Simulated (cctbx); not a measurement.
# Diagnosing a refinement

Cell a = 11.9600 Å, b = 11.9600 Å, c = 11.9600 Å, α = 90.00°, β = 90.00°, γ = 90.00°; space group I-43d (no. 220).

Simulated single-crystal data (cctbx): Cu Kα, λ = 1.54184 Å, to d = 0.83 Å, 95 % of the full sphere, strongest reflection 40000 counts, noise from counting, a 1.5 % proportional error and a noise floor of 4 counts (s.d.); no absorption.

An anisotropic refinement with weights 1/σ² prints:

```text
Rint 0.018, 268 unique reflections to 0.83 A
cycle     R1     wR2    GooF  max shift (A)
   1  0.1823  0.4596  75.318   0.00904
   3  0.0938  0.2574  42.184   0.00000
final R1 0.0938 wR2 0.2574 GooF 42.184  parameters 7  data/parameter 38.3
atom        x        y        z      Ueq    occ   su(xyz)  su(Uiso or U11)
Cs1    0.00000  0.75000  0.12500   0.0029  1.000  0.00000  0.0017  NPD
Y1     0.16986  0.16986  0.16986  -0.0115  1.000  0.00022  0.0011  NPD
Sb1    0.50000  0.25000  0.12500   0.0213  1.000  0.00000  0.0024
difference map: max 11.53 min -4.24 rms 1.12
Q1    0.0719  0.4281  0.5719   16   11.95  0.17 A from Y1
Q2    0.0000  0.2500  0.3750   12    6.47  0.00 A from Cs1
Q3    0.0703  0.0703  0.0703   16    2.47  2.06 A from Y1
Q4    0.1047  0.1317  0.8470   48    2.47  1.92 A from Sb1
Q5    0.0000  0.2500  0.8750   12    2.11  0.00 A from Sb1
Q6    0.0507  0.0513  0.5770   48    2.08  1.60 A from Y1
```

Q: Accept it or mend it, and why?

Mend it. The fault: elements exchanged: Sb1 is Y and Y1 is Sb. Against the right model at the same level, R1 goes from 0.0024 to 0.0938 and GooF from 0.92 to 42.18, U of Y1 shrinks from 0.0036 to -0.0115 Å², U of Sb1 swells from 0.0045 to 0.0213 Å², the top difference peak, 11.9 e/Å³, lies on Y1 and Cs1 and Y1 go non-positive-definite. Sb1 has 12 electrons too many and its U swells to shed them, as expected; Y1 has 12 electrons too few and its U shrinks to make up, as expected.

The compound is Cs3Y3Sb4. The right model at the same level gives:

```text
Rint 0.018, 268 unique reflections to 0.83 A
cycle     R1     wR2    GooF  max shift (A)
   1  0.0045  0.0113   1.850   0.00019
   2  0.0024  0.0056   0.919   0.00000
final R1 0.0024 wR2 0.0056 GooF 0.919  parameters 7  data/parameter 38.3
atom        x        y        z      Ueq    occ   su(xyz)  su(Uiso or U11)
Cs1    0.00000  0.75000  0.12500   0.0027  1.000  0.00000  0.0000
Sb1    0.17031  0.17031  0.17031   0.0036  1.000  0.00000  0.0000
Y1     0.50000  0.25000  0.12500   0.0045  1.000  0.00000  0.0000
Flack x: -0.002(3)
Hooft y: 0.002(2)  Bijvoet pairs: 114
difference map: max 0.10 min -0.09 rms 0.03
Q1    0.0013  0.0013  0.0013   16    0.10  1.68 A from Sb1
Q2    0.9978  0.0834  0.7616   48    0.10  1.82 A from Cs1
Q3    0.0722  0.1835  0.9204   48    0.08  1.29 A from Y1
Q4    0.0322  0.0691  0.5989   48    0.07  1.36 A from Sb1
Q5    0.0101  0.1241  0.1578   48    0.07  2.00 A from Sb1
Q6    0.9935  0.0832  0.2521   48    0.07  1.73 A from Y1
```

The model is made up (kin elements in a known structure type, no relaxation), so it says nothing on whether the phase exists.

[Middle refinement cycles are left out of these outputs.]

[Logs are printed without paths, hosts, clocks, repeated set-up lines and the standing remarks that a program may print on its own settings, such as how far it seeks lower states.]
